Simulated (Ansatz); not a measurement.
# PbSe (Clausthalite, Fm-3m): lattice thermal conductivity

How well does the lattice of PbSe (Clausthalite) conduct heat?

Measurements to reproduce:
- thermal conductivity 2 W/m/K near room temperature (given in “Combining the AFLOW GIBBS and Elastic Libraries to efficiently and robustly screen thermo-mechanical properties of solids”, 2017, arXiv:1611.05714)
- thermal conductivity 2 W/m/K near room temperature (given in “Predicting the lattice thermal conductivity of solids by solving the Boltzmann transport equation: AFLOW - AAPL an automated, accurate and efficient framework”, 2017, arXiv:1611.05481)

Method: DFT LDA, scalar-relativistic, plane waves, PAW, in the first sound run; inputs show where later runs differ, in Ansatz 0.2.0.

## Step 1: Starting point

Symmetry: Fm-3m, No. 225, cubic system. Conventional cell: a = 6.121 Å, b = 6.121 Å, c = 6.121 Å, α = 90.00°, β = 90.00°, γ = 90.00°. Nearest to Pb lie 6 Se at 3.06 Å. Se has 6 Pb at 3.06 Å nearest. Farther neighbours and most contacts between anions are not listed.

As a file:

```cif
data_structure
_symmetry_space_group_name_H-M 'P 1'
_symmetry_Int_Tables_number 1
_cell_length_a 4.3284
_cell_length_b 4.3284
_cell_length_c 4.3284
_cell_angle_alpha 60.000
_cell_angle_beta 60.000
_cell_angle_gamma 60.000
_cell_volume 57.34
loop_
_atom_site_label
_atom_site_type_symbol
_atom_site_fract_x
_atom_site_fract_y
_atom_site_fract_z
_atom_site_occupancy
Pb1 Pb 0.00000 0.00000 0.00000 1
Se2 Se 0.50000 0.50000 0.50000 1
```

## Step 2: Probe on a coarse mesh

A cheap single point shows whether the cell is a metal or an insulator and how far it is from rest; that sets the k-mesh and the occupations of what follows.

The input, input.yaml:

```yaml
crystal:
  lattice:
    - [0.0, 3.06065, 3.06065]
    - [3.06065, 0.0, 3.06065]
    - [3.06065, 3.06065, 0.0]
  atoms:
    - { symbol: Pb, position: [0.0, 0.0, 0.0] }
    - { symbol: Se, position: [0.5, 0.5, 0.5] }
kpoints:
  mp_grid: { grid: [6, 6, 6] }
hamiltonian:
  xc: lda
scf:
  occupations: { method: gaussian, width: 0.1 }
output:
  forces: true
  stress: true
  eigenvalues: true
```

Command:

```console
$ ansatz run input.yaml --threads 4 --pin off --max-ram 16384MiB --backend cpu --events-out ev --progress --plain --runs-dir out
```

Numbers of over 12 decimals in the logs are rounded to 6 here.

The log of the run:

```text
Engine: ansatz 0.2.0, aarch64-unknown-linux-gnu
Pseudopotentials: kind: paw
Pseudopotential: Pb, paw, valence charge 14, recommended cutoff 420 eV (normal), Pb.paw.azcp
Pseudopotential: Se, paw, valence charge 16, recommended cutoff 420 eV (normal), Se.paw.azcp
Functional definition: SPW92
  exchange = slater_x
  correlation = pw_c
Crystal: 2 atoms, lattice volume = 57.342 Å³
Basis set: ecut = 420 eV, 1139 PW (Γ)
Bands: 19, of which v1, the nominal top of the filled ones, is band 15 counted from 1 (14 counted from 0)
Symmetry: 48 space group operations
Space group: Fm-3m (ITA 225), of the structure as read, at distance tolerance 3.9e-5 Å
k-points: 16 of 216
Non-local potential: Pb, projectors of the file, l = 0: 2, l = 1: 2, l = 2: 2, l = 3: 2
Non-local potential: Se, projectors of the file, l = 0: 2, l = 1: 2, l = 2: 3, l = 3: 1
PAW form: soft (Blöchl's): semilocal exchange-correlation on the pseudo side does not see the compensation charge
PAW frozen core: Pb, regenerated for the run's functional, and the local potential with it (the file was generated under x = pbe(κ = 0.804, μ = 0.219515), c = pbe(β = 0.066725))
PAW frozen core: Se, regenerated for the run's functional, and the local potential with it (the file was generated under x = pbe(κ = 0.804, μ = 0.219515), c = pbe(β = 0.066725))
PAW one-centre angular grid: Pb, 590 points (default); XC on 64 Gauss nodes
PAW one-centre angular grid: Se, 590 points (default); XC on 64 Gauss nodes
Initial density: superposition of atomic densities (neutral atoms: chi_scale 0, normalization atom), corrected by the library's trained network
Initial wavefunctions: pseudopotential atomic-orbital guess
Functional: x = slater, c = lda
SCF iter   1: F=—  HF=-16986.650127 eV  |F-HF|=—  |Δ(HF+E_count)|=         —  Δρ=4.20e-3  dr2=7.98e-3  ethr=1.77e-3  ⟨swp⟩=5.9  Hψ=1449  notcnv=0
preconditioner: auto → none  [insulator: Δε(μ)=0.160 eV  Ē_g=15.182 eV  σ=0.100 eV  W_gap=0.74  n_scr=14 (ndim 8)  ℏωp=21.9 eV  f_vac=0.019  D(μ)=0.22/eV (n_scr^D=0)  ε∞_Penn≈3.1]
SCF iter   2: F=—  HF=-16986.646477 eV  |F-HF|=—  |Δ(HF+E_count)|=   3.65e-3  Δρ=2.06e-3  dr2=1.27e-3  ethr=2.66e-5  ⟨swp⟩=2.2  Hψ=552  notcnv=0
SCF iter   3: F=—  HF=-16986.646201 eV  |F-HF|=—  |Δ(HF+E_count)|=   2.76e-4  Δρ=6.13e-4  dr2=3.57e-4  ethr=4.25e-6  ⟨swp⟩=2.0  Hψ=464  notcnv=0
SCF iter   4: F=—  HF=-16986.646089 eV  |F-HF|=—  |Δ(HF+E_count)|=   1.12e-4  Δρ=1.73e-4  dr2=7.77e-6  ethr=1.19e-6  ⟨swp⟩=2.1  Hψ=525  notcnv=0
SCF iter   5: F=—  HF=-16986.646086 eV  |F-HF|=—  |Δ(HF+E_count)|=   3.18e-6  Δρ=2.53e-5  dr2=4.16e-7  ethr=2.59e-8  ⟨swp⟩=2.0  Hψ=545  notcnv=0
SCF iter   6: F=-16986.646085 eV  HF=-16986.646085 eV  |F-HF|=2.06e-8  |Δ(HF+E_count)|=   3.68e-7  Δρ=7.29e-6  dr2=3.02e-8  ethr=3.33e-10  ⟨swp⟩=5.8  Hψ=1407  notcnv=0
SCF 1 converged in 6 iterations: F = -16986.646085 eV  dr2 = 3.02e-8
  greatest PAW one-centre occupation: 1.000 electrons in one spin orbital (limit 2), on the Se atom at site 1 (counted from 0), in its partial waves of l = 2
SCF converged after 6 iterations
Free energy (F): -16986.646085 eV
Harris-Foulkes:  -16986.646085 eV  (|F-HF|=2.06e-8)
Internal energy: -16986.645200 eV  (E = F + TS)
E sigma→0 (E₀):  -16986.645643 eV
Entropy (-TS):   -0.000885 eV (-0.443 meV/atom)
Fermi energy:    8.750123 eV
--- Per-component energies (eV) ---
  E_band       = -436.715502
  E_kinetic    = 406.902276
  E_local      = -3539.821135  (includes V_loc(G=0)·N_el)
  E_nonlocal   = -235.206165
  E_hartree    = 1641.820821
  E_xc         = -323.271505
  E_vxc        = -232.570979  (∫ρ·V_xc dr)
  E_paw        = -11927.501366  (= ΣΔE_a)
  E_vpaw       = -119.669742  (= ΣTr[D̂ρ^β])
  E_aug_tail   = -0.000515  (compensation charges beyond the density's cutoff)
  E_ewald      = -3011.707258
  E_core_change = 2.139649  (= ΣΔE_core)
  E_smearing   = -0.000885  (= −TS)
  E_closure    = 0.000000  (closes the sum)
  Σ components = -16986.646085   (vs F -16986.646085, Δ=0.00e0)
--- Forces (eV/Å), atoms counted from 1 ---
  atom   1  Pb    -0.00000000     0.00000000     0.00000000
  atom   2  Se     0.00000000    -0.00000000    -0.00000000
  max |Σ_I F_I| component: 2.27e-29 eV/Å
--- Stress (GPa, compression-positive) ---
       -2.187147      -0.000000       0.000000
        0.000000      -2.187147      -0.000000
        0.000000       0.000000      -2.187147
  P = ⅓ Tr σ = -2.1871 GPa (-21.871 kbar)
--- Band table (eV; the first three rows and the last of 16) ---
  k-point 0: bands = [... 11 lower, 2.2381, 6.8179, 6.8179, 6.8179, 13.2790, 13.2790, 13.2790, 15.1858]
  k-point 1: bands = [... 11 lower, 1.6028, 6.8927, 6.8927, 7.2438, 11.7065, 12.2518, 12.2518, 14.9320]
  k-point 2: bands = [... 11 lower, 0.4188, 7.0960, 7.0960, 7.9660, 9.9229, 10.8791, 10.8791, 15.6782]
  k-point 15: bands = [... 11 lower, 0.6983, 4.0345, 4.8956, 7.0421, 11.5419, 12.9951, 14.0789, 15.1407]
```

Run time: 1.1 s. Hardware: 4 threads of Arm Neoverse V1, shared host; peak memory 0.31 GiB.

This step gave:

```yaml
pressure: -2.187 GPa
volume_per_atom: 28.67 Å³
gap_on_the_k_mesh: 0.1853 eV
```

The start is under -2.2 GPa at this level and looks like an insulator or semiconductor on this mesh.

## Step 3: Finding the static equilibrium

Phonons are second derivatives about a minimum, so cell and atoms are relaxed first, inside the symmetry of the start.

input.yaml, the sections that differ from step 2:

```yaml
kpoints:
  mp_grid: { grid: [10, 10, 10] }
scf:
  occupations: { method: gaussian, width: 0.01 }
output:
  forces: true
  stress: true
  eigenvalues: true
  write_density: true
  write_potential: true
  elf: true
  volumetric_format: npy
relax:
  adjacent_minimum: "off"
  f_tol: 0.005
  max_steps: 80
  cell: { stress_tol: 0.05 }
# crystal, hamiltonian: as in step 2
```

The log of the run:

```text
[...]
Crystal: 2 atoms, lattice volume = 57.342 Å³
Basis set: ecut = 420 eV, 1139 PW (Γ)
Bands: 19, of which v1, the nominal top of the filled ones, is band 15 counted from 1 (14 counted from 0)
Symmetry: 48 space group operations
[...]
k-points: 47 of 1000
[...]
SCF iter   1: F=—  HF=-16986.644855 eV  |F-HF|=—  |Δ(HF+E_count)|=         —  Δρ=4.17e-3  dr2=7.03e-3  ethr=1.77e-3  ⟨swp⟩=6.4  Hψ=4300  notcnv=0
[...]
SCF iter   6: F=-16986.641430 eV  HF=-16986.641430 eV  |F-HF|=5.95e-8  |Δ(HF+E_count)|=   4.97e-7  Δρ=9.67e-6  dr2=6.27e-8  ethr=3.33e-10  ⟨swp⟩=9.2  Hψ=6740  notcnv=0
SCF 1 converged in 6 iterations: F = -16986.641430 eV  dr2 = 6.27e-8
  Residual-converged pass: ⟨swp⟩=1.0  Hψ=1081  notcnv=0  max |occ|·‖R‖ = 7.0e-9 eV (tolerance 1.0e-8 eV)  dr2=6.27e-8  dr2_onsite=2.84e-8  max |Δocc| = 4.8e-47
[...]
relax step   1: F+E_penalty+E_count = -16986.64143031 eV  Δ(F+E_penalty+E_count) = +0.000e0 eV  max|allowed force component| = 1.035e-30 eV/Å  Δτ_max = 0.0000 Å  P = -2.097 GPa  Ω = 57.342 Å³  (6 SCF iters, dr2 threshold 1.00e-7 eV, accepted)
Crystal: 2 atoms, lattice volume = 54.004 Å³
Basis set: ecut = 420 eV, 1067 PW (Γ)
[...]
iter 1 solved again at ethr=4.70e-6 eV; its pass at ethr=3.10e-3 eV (dr2=1.41e-3 eV) is discarded
[...]
SCF iter   6: F=-16986.652605 eV  HF=-16986.652605 eV  |F-HF|=2.47e-10  |Δ(HF+E_count)|=   4.47e-9  Δρ=5.63e-7  dr2=1.65e-10  ethr=1.02e-11  ⟨swp⟩=5.1  Hψ=4919  notcnv=0
SCF 2 converged in 6 iterations: F = -16986.652605 eV  dr2 = 1.65e-10
relax step   2: F+E_penalty+E_count = -16986.65260466 eV  Δ(F+E_penalty+E_count) = -1.117e-2 eV  max|allowed force component| = 3.418e-30 eV/Å  Δτ_max = 0.0000 Å  P = +1.192 GPa  Ω = 54.004 Å³  energy of the carried Pulay correction = +4.991e-4 eV  (6 SCF iters, dr2 threshold 2.00e-7 eV, accepted)
Crystal: 2 atoms, lattice volume = 55.167 Å³
[...]
SCF iter   4: F=-16986.656667 eV  HF=-16986.656667 eV  |F-HF|=1.18e-8  |Δ(HF+E_count)|=   9.45e-7  Δρ=1.74e-5  dr2=5.98e-8  ethr=6.67e-10  ⟨swp⟩=7.7  Hψ=6383  notcnv=0
SCF 3 converged in 4 iterations: F = -16986.656667 eV  dr2 = 5.98e-8
relax step   3: F+E_penalty+E_count = -16986.65666672 eV  Δ(F+E_penalty+E_count) = -4.062e-3 eV  max|allowed force component| = 6.837e-30 eV/Å  Δτ_max = 0.0000 Å  P = -0.027 GPa  Ω = 55.167 Å³  energy of the carried Pulay correction = +3.194e-4 eV  (4 SCF iters, dr2 threshold 2.00e-7 eV, accepted)
[...]
SCF iter   5: F=-16986.656364 eV  HF=-16986.656364 eV  |F-HF|=0.00e0  |Δ(HF+E_count)|=  7.28e-12  Δρ=2.92e-8  dr2=3.11e-13  ethr=1.00e-12  ⟨swp⟩=5.3  Hψ=3803  notcnv=0
SCF 4 converged in 5 iterations: F = -16986.656364 eV  dr2 = 3.11e-13
relax step   4: F+E_penalty+E_count = -16986.65636356 eV  Δ(F+E_penalty+E_count) = +3.032e-4 eV  max|allowed force component| = 1.499e-29 eV/Å  Δτ_max = 0.0000 Å  P = -0.029 GPa  Ω = 55.167 Å³  stress off target by 2.90e-2 GPa  SCF on the basis re-selected at this cell (its energy is not comparable with the rows above)  (5 SCF iters)
basis re-selected at this cell: Δ(F+E_penalty+E_count) = +3.032e-4 eV, ΔP = -0.002 GPa vs the last step (what re-selecting the basis moved, of the pressure what is left beyond the Pulay correction that the steps carried, after the strain that the cell walked since its last selection, with what the two solves' SCF thresholds leave and, on support functions, any second-order correction that the steps lacked; it is no m [...]
SCF converged after 5 iterations
Free energy (F): -16986.656364 eV
[...]
Internal energy: -16986.656363 eV  (E = F + TS)
E sigma→0 (E₀):  -16986.656364 eV
Entropy (-TS):   -0.000000 eV (-0.000 meV/atom)
Fermi energy:    9.365024 eV
[...]
--- Stress (GPa, compression-positive) ---
       -0.028983      -0.000000      -0.000000
       -0.000000      -0.028983      -0.000000
       -0.000000      -0.000000      -0.028983
  P = ⅓ Tr σ = -0.0290 GPa (-0.290 kbar)
--- Band table (eV; the first three rows and the last of 47) ---
  k-point 0: bands = [... 11 lower, 2.9446, 7.2877, 7.2877, 7.2877, 14.0079, 14.0079, 14.0079, 15.7487]
  k-point 1: bands = [... 11 lower, 2.6550, 7.3166, 7.3166, 7.4937, 13.2130, 13.5183, 13.5183, 15.5700]
  k-point 2: bands = [... 11 lower, 1.9617, 7.4027, 7.4027, 7.9463, 11.9499, 12.5895, 12.5895, 15.5433]
  k-point 46: bands = [... 11 lower, 1.1121, 4.5216, 5.0755, 8.0656, 11.5645, 13.8270, 14.5916, 16.3104]
--- Relaxed structure (3 steps of the walk, 3 accepted, 1 SCFs on fresh bases) ---
  F+E_penalty+E_count = -16986.65636356 eV   max|allowed force component| = 1.499e-29 eV/Å   (the final SCF, on the basis selected at the relaxed cell)
  cell:  # Å, volume = 55.1674 Å³
    - [0, 3.021465, 3.021465]
    - [3.021465, 0, 3.021465]
    - [3.021465, 3.021465, 0]
  atoms:
    - { symbol: Pb, position: [0, 0, 0] }
    - { symbol: Se, position: [0.500000, 0.500000, 0.500000] }
```

It took 3.7 s on 4 threads; peak memory 0.39 GiB.

The steps of the relaxation:

| step | energy less that of the first step (eV) | largest force component (eV/Å) | pressure (GPa) | volume (Å³) |
| --- | --- | --- | --- | --- |
| 1 | 0.0000 | 0.0000 | -2.10 | 57.34 |
| 2 | -0.0112 | 0.0000 | 1.19 | 54.00 |
| 3 | -0.0152 | 0.0000 | -0.03 | 55.17 |
| 4* | -0.0149 | 0.0000 | -0.03 | 55.17 |

Relaxation steps marked * repeat the geometry before them on a plane-wave basis chosen anew for their cell, so energy and pressure can jump there.

Forces are held to the 48 operations that the run works with; a distortion that breaks them can't arise in this run.

| conventional cell, symmetrised | before | after | change |
| --- | --- | --- | --- |
| a (Å) | 6.121 | 6.043 | -1.3 % |
| b (Å) | 6.121 | 6.043 | -1.3 % |
| c (Å) | 6.121 | 6.043 | -1.3 % |
| volume (Å³/atom) | 28.67 | 27.58 | -3.8 % |

Final coordinates:

```xyz
2
Lattice="0.0000 3.0215 3.0215 3.0215 0.0000 3.0215 3.0215 3.0215 0.0000" Properties=species:S:1:pos:R:3 pbc="T T T"
Pb    0.0000    0.0000    0.0000
Se    3.0215    3.0215    3.0215
```

Numbers from this step:

```
pressure          : -0.02898 GPa
volume per atom   : 27.58 Å³
gap on the k-mesh : 0.05094 eV
```

Valence density in the ac plane of the conventional cell at fractional y = 0.000, with atoms of Pb and Se within 0.2 Å of it. It is the smooth field of the valence electrons, not physical close to the nuclei.

Ten steps, logarithmic in the rise over the least value, from '_' (0 e/Å³) to '@' (33 e/Å³), each cell a mean:
```
**++--..__..::**@@%%==....__::==**
==--::______..--++==::..____..--==
::....______....::....________..::
..______________....______________
..______________..______________..
::....______....::::..________....
==--..______::--====--..____..::==
%%**::..__..--++****==::__....==%%
@@##--..__..--**##**==::....::++@@
##==::..__..::==**++--..____..--**
--::..______..::----::..____....::
....__________......____________..
__________________________________
....__________......____________..
--::..______..::--::....____..::--
++==::..__..::==##**--..____..--++
##++--..__..--##@@%%==::....::==**
```
Columns run along a (6.0 Å), rows up along c (6.0 Å), edges of the conventional cell, whose origin can differ from the input's. Atoms in or near the plane, at fractional coordinates: Pb at (0.00, 0.00), Pb at (0.50, 0.50), Se at (0.50, 0.00), Se at (0.00, 0.50).

Electrostatic potential energy in the ac plane of the conventional cell at fractional y = 0.000, with atoms of Pb and Se within 0.2 Å of it. With pseudopotentials it is smooth inside the atoms' cores, unlike the true potential.

Ten even steps from '0' (-32 eV) to '9' (12 eV), each cell a mean:
```
20179855764798501
00589975545899720
46899997678999875
89999999999999998
99999999889999999
68999986457999987
55799850002799854
75589710210589746
86589710320489657
65699830000699755
56899973115899975
89999998778999998
99999999999999999
78999999889999987
13799986557999851
00389965655899600
30179856875698402
```
Columns run along a (6.0 Å; values clipped at the 3rd and 97th percentile), rows up along c (6.0 Å), edges of the conventional cell, whose origin can differ from the input's. Atoms in or near the plane, at fractional coordinates: Pb at (0.00, 0.00), Pb at (0.50, 0.50), Se at (0.50, 0.00), Se at (0.00, 0.50).

ELF in the ac plane of the conventional cell at fractional y = 0.000, with atoms of Pb and Se within 0.2 Å of it. It is the smooth field of the valence electrons, not physical close to the nuclei.

Ten even steps from '0' (0.01) to '9' (0.78), each cell a mean:
```
02434897459953430
34433799999842453
44322589998631344
33211245665310123
65420123332101345
99742234444213689
99973344335425899
47984342003436995
27984441003436994
69973353124435997
99962245444324899
87631123433212578
43210123443201234
43211367887421233
45422699999742344
13533799779953442
01444896249963430
```
Columns run along a (6.0 Å), rows up along c (6.0 Å), edges of the conventional cell, whose origin can differ from the input's. Atoms in or near the plane, at fractional coordinates: Pb at (0.00, 0.00), Pb at (0.50, 0.50), Se at (0.50, 0.00), Se at (0.00, 0.50).

The relaxation ends with a pressure of -0.03 GPa.

## Step 4: Relaxing to small residual forces and stress

The thresholds are tightened for a last relaxation ahead of the phonons, and where mesh or smearing change with them the cell follows.

input.yaml, the sections that differ from step 3:

```yaml
crystal:
  lattice:
    - [0.0, 3.0214651381, 3.0214651381]
    - [3.0214651381, 0.0, 3.0214651381]
    - [3.0214651381, 3.0214651381, 0.0]
  atoms:
    - { symbol: Pb, position: [0.0, 0.0, 0.0] }
    - { symbol: Se, position: [0.5, 0.5, 0.5] }
output:
  forces: true
  stress: true
  eigenvalues: true
relax:
  adjacent_minimum: "off"
  f_tol: 0.001
  max_steps: 60
  cell: { stress_tol: 0.01 }
# kpoints, hamiltonian, scf: as in step 3
```

The log of the run:

```text
[...]
Crystal: 2 atoms, lattice volume = 55.167 Å³
Basis set: ecut = 420 eV, 1067 PW (Γ)
Bands: 19, of which v1, the nominal top of the filled ones, is band 15 counted from 1 (14 counted from 0)
Symmetry: 48 space group operations
[...]
k-points: 47 of 1000
[...]
k-point 46: bands = [... 11 lower, 1.1186, 4.5260, 5.0802, 8.0727, 11.5728, 13.8349, 14.6008, 16.3202]
--- Relaxed structure (3 steps of the walk, 3 accepted, 1 SCFs on fresh bases) ---
[...]
cell:  # Å, volume = 55.1402 Å³
    - [0, 3.020967, 3.020967]
    - [3.020967, 0, 3.020967]
    - [3.020967, 3.020967, 0]
  atoms:
    - { symbol: Pb, position: [0, 0, 0] }
    - { symbol: Se, position: [0.5, 0.5, 0.5] }
[key lines of the parts left out:]
SCF converged after 5 iterations
Free energy (F): -16986.656360 eV
Fermi energy:    9.373031 eV
P = ⅓ Tr σ = -0.0002 GPa (-0.002 kbar)
```

The job ended after 3.8 s (4 threads; peak memory 0.39 GiB).

Little changed from the start: no atom moved by 0.005 Å and no cell edge by 0.1 %.

Numbers from this step:

| Property | Result |
| --- | --- |
| pressure | -1.56e-4 GPa |
| volume per atom | 27.57 Å³ |
| gap on the k-mesh | 0.04917 eV |

The residual pressure is -1.6e-4 GPa, small enough for phonons.

(Part 1 of 2 ends here.)

[Logs are printed without paths, hosts, clocks, repeated set-up lines and the standing remarks that a program may print on its own settings, such as how far it seeks lower states.]

[Hosts, paths, dates, database ids (printed as entryN), source tags and the programs' standing remarks are cut or masked in the printed files.]

[A step with changed settings may run another functional than the one named; its input shows which.]
